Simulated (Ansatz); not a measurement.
# CdS (Greenockite): converging the G0W0 gap, part 2 of 2

Aim: see how the G0W0 gap of CdS (Greenockite) on PBE moves with empty bands and screening cutoff, and what each rung costs.

Ansatz 0.2.0; G0W0 on PBE, plane waves, PAW. Known limits of the many-body steps: not at the basis limit; no spin-orbit coupling; coarse k mesh.

So far. Step 4 (639 empty bands, screening to 200 eV): Against the run with 6×6×2 mesh, 297 empty bands, screening to 120 eV, the gap moves by +0.04 eV.

## (5) Changing the frequency model: 6×6×2 mesh, 297 empty bands, screening to 120 eV, plasmon pole

A plasmon pole stands in for the full frequency dependence of the screening; this run shows what that costs in accuracy. Bands and cutoff differ from the step before, so it is read against an earlier run that matches them.

Input file input.yaml:

```yaml
crystal:
  lattice:
    - [4.137, 0.0, 0.0]
    - [-2.0685, 3.5827470955, 0.0]
    - [0.0, 0.0, 6.7144]
  atoms:
    - { symbol: Cd, position: [0.6666666667, 0.3333333333, 0.0] }
    - { symbol: Cd, position: [0.3333333333, 0.6666666667, 0.5] }
    - { symbol: S, position: [0.6666666667, 0.3333333333, 0.375] }
    - { symbol: S, position: [0.3333333333, 0.6666666667, 0.875] }
kpoints:
  mp_grid: { grid: [6, 6, 2] }
hamiltonian:
  xc: pbe
scf:
  occupations: { method: fixed }
gw:
  n_empty_bands: 297
  ecut_chi: 120
  qp_bands: [v2, c2]
  qp_kpoints: band_edges
  screening: { model: godby_needs }
```

Command:

```console
ansatz run input.yaml --threads 3 --pin off --max-ram 92160MiB --backend cuda --events-out ev --progress --plain --runs-dir out --devices 1 --max-vram 13GiB
```

Numbers of over 12 decimals in the logs are rounded to 6 here.

What it wrote:

```text
GPUs: using 1 of 1 available (devices: 1).
[...]
GPU FFT provider: cuFFT
GPU libraries: cuBLAS 13.8.2, cuFFT 12.4.0, cuSOLVER 12.3.4
Crystal: 4 atoms, lattice volume = 99.520 Å³
Basis set: ecut = 420 eV, 1943 PW (Γ)
Bands: 32, of which v1, the nominal top of the filled ones, is band 26 counted from 1 (25 counted from 0)
Symmetry: 12 space group operations
[...]
k-points: 14 of 72
[...]
1    28      9.7287    -8.7118    -3.8467   -12.8607  0.8124    10.0315    10.0310  root
[...]
13    25      5.7464   -19.2572     2.4590   -16.0294  0.7814     4.9737     4.9777  root
    13    26      5.7464   -19.2572     2.4590   -16.0294  0.7814     4.9737     4.9777  root
    13    27     11.2761    -8.3301    -4.2476   -13.0227  0.8121    11.7224    11.7211  root
    13    28     11.2761    -8.3301    -4.2476   -13.0227  0.8121    11.7224    11.7211  root
[key lines of the parts left out:]
SCF converged after 6 iterations
Free energy (F): -18315.621335 eV
Fermi energy:    6.866229 eV
```

Elapsed: 26 s, on 1 × NVIDIA H100 80GB HBM3 (shared by 6 runs) with 3 threads of AMD EPYC 7R13 (Zen 3), shared host; peak memory 1.7 GiB; 41 s of CPU time.

This step gave:

| Property | Result |
| --- | --- |
| bands summed | 323 |
| plasmon-pole fit frequency | 26.84 eV |
| RPA ε∞ on this mesh (eigenvalues) | 6.981, 6.981, 7.139 |
| plane waves in the screening matrix | 311 |
| G0W0 gap on the mesh | 1.999 eV |
| k of the valence top | 0, 0, 0 |
| k of the conduction bottom | 0, 0, 0 |
| starting gap on the mesh | 1.219 eV |
| least direct G0W0 gap on the computed points | 1.999 eV |

Against the run with 6×6×2 mesh, 297 empty bands, screening to 120 eV, the gap moves by +0.017 eV.

## (6) Changing the files: 6×6×2 mesh, 297 empty bands, screening to 120 eV, hard PAW files

Other atomic data (hard PAW) test the pseudisation: the cutoff goes from 420 to 520 eV, with the same valence electrons.

Changes to input.yaml since step 5:

```diff
@@ -14,2 +14,3 @@
   xc: pbe
+  pseudopotentials: { kind: paw, source: ansatz }
 scf:
@@ -21,2 +22,2 @@
   qp_kpoints: band_edges
-  screening: { model: godby_needs }
+  screening: { model: contour_deformation }
```

What it wrote:

```text
GPUs: using 1 of 1 available (devices: 1).
[...]
GPU FFT provider: cuFFT
GPU libraries: cuBLAS 13.8.2, cuFFT 12.4.0, cuSOLVER 12.3.4
Crystal: 4 atoms, lattice volume = 99.520 Å³
Basis set: ecut = 520 eV, 2719 PW (Γ)
Bands: 32, of which v1, the nominal top of the filled ones, is band 26 counted from 1 (25 counted from 0)
Symmetry: 12 space group operations
[...]
k-points: 14 of 72
[...]
1    28      9.6971    -8.7192    -3.8843   -12.8668  0.7767     9.9625     9.9605  root
[...]
13    25      5.7151   -19.2582     2.5006   -16.0314  0.7343     4.9633     4.9889  root
    13    26      5.7151   -19.2582     2.5006   -16.0314  0.7343     4.9633     4.9889  root
    13    27     11.2453    -8.3344    -4.3104   -13.0282  0.7699    11.6341    11.6287  root
    13    28     11.2453    -8.3344    -4.3104   -13.0282  0.7699    11.6341    11.6287  root
[key lines of the parts left out:]
SCF converged after 8 iterations
Free energy (F): -18318.431937 eV
Fermi energy:    6.834450 eV
```

The job ended after 22 s (1 × NVIDIA H100 80GB HBM3 (shared by 6 runs) with 3 threads; peak memory 1.5 GiB).

This step gave:

```yaml
bands_summed: 323
rpa_eps_infinity_on_this_mesh_eigenvalues: 6.985, 6.985, 7.143
plane_waves_in_the_screening_matrix: 311
g0w0_gap_on_the_mesh: 1.984 eV
k_of_the_valence_top: 0, 0, 0
k_of_the_conduction_bottom: 0, 0, 0
starting_gap_on_the_mesh: 1.219 eV
least_direct_g0w0_gap_on_the_computed_points: 1.984 eV
```

Against the run with 6×6×2 mesh, 297 empty bands, screening to 120 eV, the gap moves by +0.002 eV.

## (7) Convergence and cost

Times are wall times on 1 × NVIDIA H100 80GB HBM3 (shared by 6 runs) with 3 threads of AMD EPYC 7R13 (Zen 3), shared host, good to a factor of about two.

```tsv
mesh	files	frequency	bands summed	cutoff (eV)	start (eV)	G0W0 (eV)	time	host memory (GiB)
6×6×2	default PAW	contour deformation	131	60	1.219	1.905	12 s	1.1
6×6×2	default PAW	contour deformation	323	120	1.219	1.981	30 s	1.4
6×6×2	default PAW	contour deformation	665	200	1.219	2.020	48 s	2.3
6×6×2	default PAW	plasmon pole	323	120	1.219	1.999	26 s	1.7
6×6×2	hard PAW	contour deformation	323	120	1.219	1.984	22 s	1.5
```

The parts of the quasiparticle energy at the two band edges (eV; QP = start + Σx + Σc − Vxc):

```tsv
run	edge	start	Σx	Σc	Vxc	Z	QP
131 bands	valence top	6.87	-20.82	2.48	-18.06	0.75	6.59
131 bands	conduction bottom	8.09	-8.72	-3.33	-12.46	0.79	8.49
323 bands	valence top	6.87	-20.82	2.15	-18.06	0.74	6.26
323 bands	conduction bottom	8.09	-8.72	-3.58	-12.46	0.79	8.24
665 bands	valence top	6.87	-20.82	1.99	-18.06	0.74	6.10
665 bands	conduction bottom	8.09	-8.72	-3.70	-12.46	0.78	8.12
```

## (8) What came out

```yaml
131_bands_60_ev: 1.905 eV
323_bands_120_ev: 1.981 eV
665_bands_200_ev: 2.020 eV
estimated_limit_in_bands_and_cutoff: 2.06 eV
mesh_and_start: 6×6×2, PBE
```

**Reading.** A line in one over the bands through the two highest rungs gives 2.06 eV, +0.04 eV from the top rung; the pair below gives 2.03 eV, in fair agreement. The rungs stand 0.15 eV (131 bands), 0.08 eV (323 bands) and 0.04 eV (665 bands) from it. From 131 to 665 bands the gap moves by +0.12 eV while the time grows 4.2-fold. Σc changes by −0.49 eV at the valence top and −0.37 eV at the conduction bottom, so the levels themselves move more than the gap between them. The plasmon-pole model gives +0.02 eV against contour deformation, 2 % of the correction. Hard PAW files move the gap by +0.002 eV at equal bands and cutoff, −0.001 eV of it in the start. The cheapest rung within 0.1 eV of this estimate is that with 323 bands (30 s). The 6×6×2 mesh is coarse for this cell (its supercell is 13 Å along the shortest edge). The RPA ε∞ on it, from the PBE start, is 6.97 and 7.13; such meshes misread the long-range screening, most where the gap is narrow. The many-body steps are scalar-relativistic: spin-orbit coupling is not in them.

[Paths, hosts, dates, memory and timing lines, banners, echoed tables and standing remarks are left out of the program output.]

[Logs are printed without paths, hosts, clocks, repeated set-up lines and the standing remarks that a program may print on its own settings, such as how far it seeks lower states.]

[Runs of the session that timed out or met a known fault of the program may be left out.]

[Cells called generated may have been cut or substituted from an entry of the Crystallography Open Database or the Materials Project.]

[Hosts, paths, dates, database ids (printed as entryN), source tags and the programs' standing remarks are cut or masked in the printed files.]
